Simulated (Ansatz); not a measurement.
In doubt: masses and optical values from hybrid runs of this build are listed as unsure (in some of the runs), which bears on the screening that GW takes from such a start.

SnO2 (Cassiterite), computed twice by G0W0.

```yaml
crystal:
  lattice:
    - [4.73800, 0.00000, 0.00000]
    - [0.00000, 4.73800, 0.00000]
    - [0.00000, 0.00000, 3.18650]
  atoms:
    - { symbol: Sn, position: [0.00000, 0.00000, 0.00000] }
    - { symbol: Sn, position: [0.50000, 0.50000, 0.50000] }
    - { symbol: O, position: [0.30710, 0.30710, 0.00000] }
    - { symbol: O, position: [0.19290, 0.80710, 0.50000] }
    - { symbol: O, position: [0.69290, 0.69290, 0.00000] }
    - { symbol: O, position: [0.80710, 0.19290, 0.50000] }
```

The cell and positions come from the Crystallography Open Database and are kept as given unless a step says otherwise. PAW set soft_2, made with PBE.

The first (Ansatz 0.2.0; start PBE, 4×4×4 mesh, 162 empty bands, screening to 100 eV; 1 × NVIDIA H100 80GB HBM3 (shared by 6 runs) with 3 threads of AMD EPYC 7R13 (Zen 3), shared host) gave, on its mesh: starting gap 1.28 eV, G0W0 gap 2.75 eV, RPA ε∞ (mean) 4.59, 11 s.

Q: The second changes start from PBE to HSE06. What does it give?

It gave: starting gap 3.04 eV, G0W0 gap 3.64 eV, RPA ε∞ (mean) 3.50, 50 s. The G0W0 gap moves by +0.89 eV, +1.76 eV from the start and −0.87 eV from the correction. Σc changes by −0.56 eV at the valence top and −0.07 eV at the conduction bottom, and Σx − Vxc between them by −1.36 eV.

Limits: not at the basis limit; no spin-orbit coupling; coarse k mesh.

[Paths, hosts, dates, memory and timing lines, banners, echoed tables and standing remarks are left out of the program output.]

[Logs are printed without paths, hosts, clocks, repeated set-up lines and the standing remarks that a program may print on its own settings, such as how far it seeks lower states.]

[Runs of the session that timed out or met a known fault of the program may be left out.]

[Cells called generated may have been cut or substituted from an entry of the Crystallography Open Database or the Materials Project.]

[Hosts, paths, dates, database ids (printed as entryN), source tags and the programs' standing remarks are cut or masked in the printed files.]
